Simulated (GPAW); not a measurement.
## Screening of a field by Mo2CO2 MXene monolayer

Aim: the dipole that a field along the normal induces in Mo2CO2 MXene monolayer.

Program: GPAW 26.7.0. Level of theory: GPAW, PAW setups; layer in a repeated cell with vacuum, relaxation of atoms and in-plane cell, in the first sound run; inputs show where later runs differ. Results are calculated unless marked as measured.

## Step 1: Starting point

The cell holds 5 atoms: 2 O, 2 Mo and 1 C. Cell: a = 3.025 Å, b = 3.025 Å, c = 22.519 Å, α = 90.0°, β = 90.0°, γ = 120.0°. Vacuum lies along c.

## Step 2: Relaxation

Forces are removed first; all later runs use this geometry.

File run.py:

```python
import json
import numpy as np
from ase import Atoms
from ase.filters import FrechetCellFilter
from ase.optimize import BFGS
from gpaw import GPAW, PW

slab = Atoms(
    ['O', 'Mo', 'C', 'Mo', 'O'],
    positions=[
        [-0.00000, 1.74633, 9.00000],
        [1.51237, 0.87317, 10.06604],
        [0.00000, 0.00000, 11.25952],
        [-0.00000, 1.74633, 12.45300],
        [1.51237, 0.87317, 13.51904]],
    cell=[[3.02474, 0.0, 0.0], [-1.51237, 2.6195, 0.0], [0.0, 0.0, 22.519]],
    pbc=[True, True, True])

slab.calc = GPAW(mode=PW(600), xc='PBE', kpts={'size': (12, 12, 1), 'gamma': True},
                 occupations={'name': 'fermi-dirac', 'width': 0.05}, nbands='160%',
                 convergence={'density': 1e-05}, maxiter=200,
                 symmetry={'tolerance': 1e-3}, txt='slab.txt')
result = {}
# The in-plane cell is free; stress needs a cell that repeats along all three vectors
path = []
opt = BFGS(FrechetCellFilter(slab, mask=[1, 1, 0, 0, 0, 1]), maxstep=0.2)
opt.attach(lambda: path.append((slab.get_potential_energy(), slab.positions.tolist(), slab.get_forces().tolist())))
result['relaxed'] = bool(opt.run(fmax=0.02, steps=45))
result['path'] = path
result['cell'] = slab.cell.tolist()
print('in-plane lattice', slab.cell.cellpar().round(4)[[0, 1, 5]])
energy = slab.get_potential_energy()
fermi = slab.calc.get_fermi_level()
v = slab.calc.get_electrostatic_potential().mean((0, 1)) - fermi
n = slab.calc.get_pseudo_density().mean((0, 1))
L = slab.cell[2, 2]
z = np.arange(len(v)) * L / len(v)
low, high = slab.positions[:, 2].min(), slab.positions[:, 2].max()
below, above = np.interp([low - 6.8, high + 6.8], z, v)
slopes = [np.interp(x, z, np.gradient(v, z)) for x in (low - 6.8, high + 6.8)]
eps = np.array([[slab.calc.get_eigenvalues(k, s) for k in range(len(slab.calc.get_ibz_k_points()))]
                for s in range(slab.calc.get_number_of_spins())]) - fermi
top, bottom = eps[eps < 0].max(), eps[eps > 0].min()
dipole = slab.get_dipole_moment()[2]
print(f'energy {energy:.4f} eV, Fermi level {fermi:.4f} eV, dipole {dipole:.5f} e A')
print(f'potential 6.8 A off the faces, from the Fermi level: lower {below:.4f} eV, upper {above:.4f} eV')
print(f'slope of the potential there: lower {slopes[0]:.5f}, upper {slopes[1]:.5f} eV/A')
print(f'nearest levels on the mesh: {top:.4f} and {bottom:.4f} eV')
print('magnetic moment', round(slab.get_magnetic_moment(), 3))
result.update(energy=energy, fermi=fermi, dipole=dipole, below=below, above=above, slopes=slopes, edges=[top, bottom],
              z=z.tolist(), v=v.tolist(), n=n.tolist(), positions=slab.positions.tolist(),
              forces=slab.get_forces(apply_constraint=False).tolist(), moments=slab.get_magnetic_moments().tolist())
json.dump(result, open('result.json', 'w'))
```

Started as:

```bash
> OMP_NUM_THREADS=1 OPENBLAS_NUM_THREADS=1 python run.py
```

The log of the run:

```text
Step          Energy          fmax
BFGS:    0      -46.318360        1.431532
BFGS:    1      -46.404141        0.970300
BFGS:    2      -46.462646        0.371143
BFGS:    3      -46.469224        0.268155
BFGS:    4      -46.478853        0.218540
BFGS:    5      -46.502922        0.269956
BFGS:    6      -46.512153        0.163128
BFGS:    7      -46.514370        0.057167
BFGS:    8      -46.513926        0.047810
BFGS:    9      -46.513275        0.024805
BFGS:   10      -46.513137        0.009738
in-plane lattice [  3.072   3.072 120.   ]
energy -46.5055 eV, Fermi level -1.3420 eV, dipole 0.00063 e A
potential 6.8 A off the faces, from the Fermi level: lower 6.3558 eV, upper 6.3531 eV
slope of the potential there: lower 0.00068, upper 0.00051 eV/A
nearest levels on the mesh: -0.1317 and 0.0318 eV
magnetic moment 0.0
```

Elapsed: 14 min, on 1 thread of Arm Neoverse V1, shared host; peak memory 0.44 GiB.

This run has no spin polarisation, although Mo can carry a moment.

Numbers from this step:

```yaml
dipole_along_the_normal: 6.31e-4 e·Å
levels_nearest_the_fermi_level_on_the_mesh: -0.1317, 0.03175 eV from the Fermi level
```

Electrostatic potential energy of an electron (without an applied field's), less the Fermi level, planar mean against z:

z (Å), electrostatic potential energy of an electron (without an applied field's), less the Fermi level, planar mean (eV) and a bar from the least value:
```
      0.0        6.4 ##############################
      0.5        6.4 ##############################
      1.0        6.4 ##############################
      1.5        6.4 ##############################
      2.0        6.4 ##############################
      2.5        6.4 ##############################
      3.0        6.4 ##############################
      3.5        6.4 ##############################
      4.0        6.4 ##############################
      4.5        6.4 ##############################
      5.0        6.4 ##############################
      5.5        6.4 ##############################
      6.0        6.4 ##############################
      6.5        6.4 ##############################
      7.0        6.3 ##############################
      7.5        6.3 ##############################
      8.0        5.7 #############################
      8.5        2.2 ##########################
      9.0      -10.7 #############
      9.5      -10.5 ##############
     10.0      -24.1 
     10.5      -18.5 ######
     11.0      -12.0 ############
     11.5      -12.3 ############
     12.0      -17.9 ######
     12.5      -24.5 
     13.0      -10.9 #############
     13.5      -10.9 #############
     14.0        1.9 ##########################
     14.5        5.7 #############################
     15.0        6.2 ##############################
     15.5        6.3 ##############################
     16.0        6.3 ##############################
     16.5        6.3 ##############################
     17.0        6.3 ##############################
     17.5        6.4 ##############################
     18.0        6.4 ##############################
     18.5        6.4 ##############################
     19.0        6.4 ##############################
     19.5        6.4 ##############################
     20.0        6.4 ##############################
     20.5        6.4 ##############################
     21.0        6.4 ##############################
     21.5        6.4 ##############################
     22.0        6.4 ##############################
```

The pseudo valence density, planar mean oscillates, so the rows of the table below give means over windows of 1.23 Å about each position, cut where the curve ends. Its maxima inside the range that stand out by 2 % of the span (Å: e/Å³): 9.0: 0.917, 10.2: 1.70, 12.3: 1.70, 13.5: 0.917. Its minima: 9.5: 0.732, 11.3: 0.661, 13.0: 0.732.

Table of pseudo valence density, planar mean by z; means over each step:

| z (Å) | pseudo valence density, planar mean (e/Å³) |
| --- | --- |
| 5.54 | 1.5e-5 |
| 6.77 | 0.00107 |
| 8.00 | 0.109 |
| 9.22 | 0.825 |
| 10.46 | 1.15 |
| 11.69 | 0.880 |
| 12.92 | 1.08 |
| 14.14 | 0.328 |
| 15.38 | 0.00437 |
| 16.61 | 5.5e-5 |

The relaxation lowered the energy of the cell by 0.205 eV (energies extrapolated to zero smearing; the optimiser's log prints free energies). The largest force left on a free atom is 0.0097 eV/Å.

## Step 3: Plane waves, PBE

With the geometry fixed, the planar mean of the potential gives the vacuum level on each side.

This step: GPAW, PAW setups; slab in vacuum (GPAW 26.7.0).

run.py: that of step 2 with these lines changed.

```diff
@@ -3,4 +3,2 @@
 from ase import Atoms
-from ase.filters import FrechetCellFilter
-from ase.optimize import BFGS
 from gpaw import GPAW, PW
@@ -10,23 +8,16 @@
     positions=[
-        [-0.00000, 1.74633, 9.00000],
-        [1.51237, 0.87317, 10.06604],
-        [0.00000, 0.00000, 11.25952],
-        [-0.00000, 1.74633, 12.45300],
-        [1.51237, 0.87317, 13.51904]],
-    cell=[[3.02474, 0.0, 0.0], [-1.51237, 2.6195, 0.0], [0.0, 0.0, 22.519]],
-    pbc=[True, True, True])
+        [-0.00000, 1.77363, 9.00000],
+        [1.53601, 0.88682, 10.12546],
+        [-0.00000, 0.00000, 11.25008],
+        [-0.00000, 1.77363, 12.37470],
+        [1.53601, 0.88682, 13.50016]],
+    cell=[[3.07202, 0.0, 0.0], [-1.53601, 2.66044, 0.0], [0.0, 0.0, 22.5002]],
+    pbc=[True, True, False])
 
-slab.calc = GPAW(mode=PW(600), xc='PBE', kpts={'size': (12, 12, 1), 'gamma': True},
+slab.calc = GPAW(mode=PW(500), xc='PBE', kpts={'size': (12, 12, 1), 'gamma': True},
                  occupations={'name': 'fermi-dirac', 'width': 0.05}, nbands='160%',
                  convergence={'density': 1e-05}, maxiter=200,
+                 poissonsolver={'dipolelayer': 'xy'},
                  symmetry={'tolerance': 1e-3}, txt='slab.txt')
 result = {}
-# The in-plane cell is free; stress needs a cell that repeats along all three vectors
-path = []
-opt = BFGS(FrechetCellFilter(slab, mask=[1, 1, 0, 0, 0, 1]), maxstep=0.2)
-opt.attach(lambda: path.append((slab.get_potential_energy(), slab.positions.tolist(), slab.get_forces().tolist())))
-result['relaxed'] = bool(opt.run(fmax=0.02, steps=45))
-result['path'] = path
-result['cell'] = slab.cell.tolist()
-print('in-plane lattice', slab.cell.cellpar().round(4)[[0, 1, 5]])
 energy = slab.get_potential_energy()
```

The log of the run:

```text
energy -45.8174 eV, Fermi level -1.3326 eV, dipole -0.00054 e A
potential 6.8 A off the faces, from the Fermi level: lower 6.3440 eV, upper 6.3574 eV
slope of the potential there: lower -0.00084, upper 0.00084 eV/A
nearest levels on the mesh: -0.1321 and 0.0319 eV
magnetic moment 0.0
```

The job ended after 54 s (1 thread; peak memory 0.25 GiB).

This step gave:

| Item | Value |
| --- | --- |
| dipole along the normal | -5.43e-4 e·Å |
| levels nearest the Fermi level on the mesh | -0.1321, 0.03194 eV from the Fermi level |
| upper work function | 6.357 eV |
| lower work function | 6.344 eV |

Electrostatic potential energy of an electron (without an applied field's), less the Fermi level, planar mean against z:

| z (Å) | electrostatic potential energy of an electron (without an applied field's), less the Fermi level, planar mean (eV) |
| --- | --- |
| 0.0 | 6.35 |
| 0.5 | 6.34 |
| 1.0 | 6.34 |
| 1.5 | 6.34 |
| 2.0 | 6.34 |
| 2.5 | 6.34 |
| 3.0 | 6.34 |
| 3.5 | 6.34 |
| 4.0 | 6.34 |
| 4.5 | 6.34 |
| 5.0 | 6.34 |
| 5.5 | 6.34 |
| 6.0 | 6.34 |
| 6.5 | 6.34 |
| 7.0 | 6.32 |
| 7.5 | 6.23 |
| 8.0 | 5.69 |
| 8.5 | 2.03 |
| 9.0 | -11.0 |
| 9.5 | -10.8 |
| 10.0 | -24.3 |
| 10.5 | -18.2 |
| 11.0 | -12.2 |
| 11.5 | -12.2 |
| 12.0 | -18.2 |
| 12.5 | -24.3 |
| 13.0 | -10.8 |
| 13.5 | -11.0 |
| 14.0 | 2.04 |
| 14.5 | 5.70 |
| 15.0 | 6.25 |
| 15.5 | 6.33 |
| 16.0 | 6.35 |
| 16.5 | 6.35 |
| 17.0 | 6.35 |
| 17.5 | 6.36 |
| 18.0 | 6.36 |
| 18.5 | 6.36 |
| 19.0 | 6.36 |
| 19.5 | 6.36 |
| 20.0 | 6.36 |
| 20.5 | 6.36 |
| 21.0 | 6.36 |
| 21.5 | 6.36 |
| 22.0 | 6.36 |

The pseudo valence density, planar mean oscillates, so the rows of the table below give means over windows of 1.13 Å about each position, cut where the curve ends. Its maxima inside the range that stand out by 2 % of the span (Å: e/Å³): 9.0: 0.928, 10.1: 1.74, 12.4: 1.74, 13.5: 0.928. Its minima: 9.6: 0.753, 11.3: 0.661, 12.9: 0.753.

Table of pseudo valence density, planar mean by z; means over each step:

z (Å), pseudo valence density, planar mean (e/Å³) and a bar:
```
     6.21       0.00 
     7.34       0.01 
     8.47       0.40 ###########
     9.60       1.07 ##############################
    10.73       0.94 ##########################
    11.86       1.02 #############################
    12.99       1.00 ############################
    14.12       0.33 #########
    15.25       0.01 
    16.38       0.00
```

The potential is flat to 8.4e-4 eV/Å where it is read, so the vacuum is wide enough.

## Step 4: In a field

A uniform field along the normal polarises the slab; the atoms stay fixed, so this is the electronic response alone.

run.py: that of step 3 with these lines changed.

```diff
@@ -4,2 +4,3 @@
 from gpaw import GPAW, PW
+from gpaw.external import ConstantElectricField
 
@@ -20,2 +21,3 @@
                  poissonsolver={'dipolelayer': 'xy'},
+                 external=ConstantElectricField(-0.2, [0, 0, 1]),
                  symmetry={'tolerance': 1e-3}, txt='slab.txt')
```

The log of the run:

```text
energy -45.8225 eV, Fermi level -1.3333 eV, dipole -0.04981 e A
potential 6.8 A off the faces, from the Fermi level: lower 5.8002 eV, upper 6.9030 eV
slope of the potential there: lower -0.00083, upper 0.00083 eV/A
nearest levels on the mesh: -0.1322 and 0.0319 eV
magnetic moment 0.0
```

Run time: 3.6 min. Hardware: 1 thread; peak memory 0.54 GiB.

Numbers from this step:

```yaml
dipole_along_the_normal: -0.04981 e·Å
levels_nearest_the_fermi_level_on_the_mesh: -0.1322, 0.03194 eV from the Fermi level
potential_below_the_slab_the_applied_field_s_own_ramp_left_out: 5.800 eV from the Fermi level
potential_above_the_slab_the_applied_field_s_own_ramp_left_out: 6.903 eV from the Fermi level
```

The electrostatic potential energy of an electron (without an applied field's), less the Fermi level, planar mean by z:

| z (Å) | electrostatic potential energy of an electron (without an applied field's), less the Fermi level, planar mean (eV) |
| --- | --- |
| 0.0 | 6.35 |
| 0.5 | 5.80 |
| 1.0 | 5.80 |
| 1.5 | 5.80 |
| 2.0 | 5.80 |
| 2.5 | 5.80 |
| 3.0 | 5.80 |
| 3.5 | 5.80 |
| 4.0 | 5.80 |
| 4.5 | 5.80 |
| 5.0 | 5.80 |
| 5.5 | 5.80 |
| 6.0 | 5.80 |
| 6.5 | 5.79 |
| 7.0 | 5.78 |
| 7.5 | 5.70 |
| 8.0 | 5.16 |
| 8.5 | 1.54 |
| 9.0 | -11.4 |
| 9.5 | -11.1 |
| 10.0 | -24.5 |
| 10.5 | -18.3 |
| 11.0 | -12.2 |
| 11.5 | -12.1 |
| 12.0 | -18.0 |
| 12.5 | -24.0 |
| 13.0 | -10.5 |
| 13.5 | -10.6 |
| 14.0 | 2.52 |
| 14.5 | 6.23 |
| 15.0 | 6.79 |
| 15.5 | 6.88 |
| 16.0 | 6.90 |
| 16.5 | 6.90 |
| 17.0 | 6.90 |
| 17.5 | 6.90 |
| 18.0 | 6.90 |
| 18.5 | 6.90 |
| 19.0 | 6.90 |
| 19.5 | 6.90 |
| 20.0 | 6.90 |
| 20.5 | 6.90 |
| 21.0 | 6.90 |
| 21.5 | 6.90 |
| 22.0 | 6.90 |

Force by atom:

| atom | x (eV/Å) | y (eV/Å) | z (eV/Å) | size |
| --- | --- | --- | --- | --- |
| O1 | -0.0015 | 0.0009 | 0.0587 | 0.0587 |
| Mo2 | 0.0004 | -0.0003 | -0.0553 | 0.0553 |
| C3 | 0.0000 | 0.0001 | 0.0113 | 0.0113 |
| Mo4 | -0.0004 | 0.0002 | -0.0676 | 0.0676 |
| O5 | 0.0015 | -0.0009 | 0.0524 | 0.0524 |

The dipole is now -0.0498 e Å, against -5.4e-4 in the run without a field.

## Step 5: In a field

run.py: that of step 4 with these lines changed.

```diff
@@ -21,3 +21,3 @@
                  poissonsolver={'dipolelayer': 'xy'},
-                 external=ConstantElectricField(-0.2, [0, 0, 1]),
+                 external=ConstantElectricField(-0.1, [0, 0, 1]),
                  symmetry={'tolerance': 1e-3}, txt='slab.txt')
```

The log of the run:

```text
energy -45.8187 eV, Fermi level -1.3327 eV, dipole -0.02491 e A
potential 6.8 A off the faces, from the Fermi level: lower 6.0750 eV, upper 6.6265 eV
slope of the potential there: lower -0.00083, upper 0.00083 eV/A
nearest levels on the mesh: -0.1321 and 0.0319 eV
magnetic moment 0.0
```

Elapsed: 3.6 min, on 1 thread; peak memory 0.54 GiB.

This step gave:

```
dipole along the normal                                         : -0.02491 e·Å
levels nearest the Fermi level on the mesh                      : -0.1321, 0.03194 eV from the Fermi level
potential below the slab, the applied field's own ramp left out : 6.075 eV from the Fermi level
potential above the slab, the applied field's own ramp left out : 6.626 eV from the Fermi level
```

The electrostatic potential energy of an electron (without an applied field's), less the Fermi level, planar mean by z:

| z (Å) | electrostatic potential energy of an electron (without an applied field's), less the Fermi level, planar mean (eV) |
| --- | --- |
| 0 | 6.35 |
| 1 | 6.08 |
| 2 | 6.08 |
| 3 | 6.07 |
| 4 | 6.07 |
| 5 | 6.07 |
| 6 | 6.07 |
| 7 | 6.05 |
| 8 | 5.43 |
| 9 | -11.2 |
| 10 | -24.4 |
| 11 | -12.2 |
| 12 | -18.1 |
| 13 | -10.6 |
| 14 | 2.28 |
| 15 | 6.51 |
| 16 | 6.62 |
| 17 | 6.62 |
| 18 | 6.63 |
| 19 | 6.63 |
| 20 | 6.63 |
| 21 | 6.63 |
| 22 | 6.63 |

The dipole is now -0.0249 e Å, against -5.4e-4 in the run without a field.

## Step 6: In a field

run.py: that of step 5 with these lines changed.

```diff
@@ -21,3 +21,3 @@
                  poissonsolver={'dipolelayer': 'xy'},
-                 external=ConstantElectricField(-0.1, [0, 0, 1]),
+                 external=ConstantElectricField(-0.05, [0, 0, 1]),
                  symmetry={'tolerance': 1e-3}, txt='slab.txt')
```

The log of the run:

```text
energy -45.8178 eV, Fermi level -1.3326 eV, dipole -0.01247 e A
potential 6.8 A off the faces, from the Fermi level: lower 6.2126 eV, upper 6.4887 eV
slope of the potential there: lower -0.00083, upper 0.00083 eV/A
nearest levels on the mesh: -0.1321 and 0.0319 eV
magnetic moment 0.0
```

Wall time 3.8 min (1 thread); peak memory 0.53 GiB.

The electrostatic potential energy of an electron (without an applied field's), less the Fermi level, planar mean by z:

z (Å), electrostatic potential energy of an electron (without an applied field's), less the Fermi level, planar mean (eV) and a bar from the least value:
```
      0.0        6.4 ##############################
      0.5        6.2 ##############################
      1.0        6.2 ##############################
      1.5        6.2 ##############################
      2.0        6.2 ##############################
      2.5        6.2 ##############################
      3.0        6.2 ##############################
      3.5        6.2 ##############################
      4.0        6.2 ##############################
      4.5        6.2 ##############################
      5.0        6.2 ##############################
      5.5        6.2 ##############################
      6.0        6.2 ##############################
      6.5        6.2 ##############################
      7.0        6.2 ##############################
      7.5        6.1 ##############################
      8.0        5.6 #############################
      8.5        1.9 ##########################
      9.0      -11.1 #############
      9.5      -10.9 #############
     10.0      -24.3 
     10.5      -18.2 ######
     11.0      -12.2 ############
     11.5      -12.2 ############
     12.0      -18.1 ######
     12.5      -24.2 
     13.0      -10.7 #############
     13.5      -10.9 #############
     14.0        2.2 ##########################
     14.5        5.8 #############################
     15.0        6.4 ##############################
     15.5        6.5 ##############################
     16.0        6.5 ##############################
     16.5        6.5 ##############################
     17.0        6.5 ##############################
     17.5        6.5 ##############################
     18.0        6.5 ##############################
     18.5        6.5 ##############################
     19.0        6.5 ##############################
     19.5        6.5 ##############################
     20.0        6.5 ##############################
     20.5        6.5 ##############################
     21.0        6.5 ##############################
     21.5        6.5 ##############################
     22.0        6.5 ##############################
```

## Step 7: In a field

run.py: that of step 6 with these lines changed.

```diff
@@ -21,3 +21,3 @@
                  poissonsolver={'dipolelayer': 'xy'},
-                 external=ConstantElectricField(-0.05, [0, 0, 1]),
+                 external=ConstantElectricField(0.05, [0, 0, 1]),
                  symmetry={'tolerance': 1e-3}, txt='slab.txt')
```

The log of the run:

```text
energy -45.8178 eV, Fermi level -1.3326 eV, dipole 0.01247 e A
potential 6.8 A off the faces, from the Fermi level: lower 6.4887 eV, upper 6.2126 eV
slope of the potential there: lower -0.00083, upper 0.00083 eV/A
nearest levels on the mesh: -0.1321 and 0.0319 eV
magnetic moment 0.0
```

It took 3.8 min on 1 thread; peak memory 0.54 GiB.

(Continued in part 2 of 2.)

[Logs are printed without paths, hosts, clocks, repeated set-up lines and the standing remarks that a program may print on its own settings, such as how far it seeks lower states.]

[Hosts, paths, dates, database ids (printed as entryN), source tags and the programs' standing remarks are cut or masked in the printed files.]
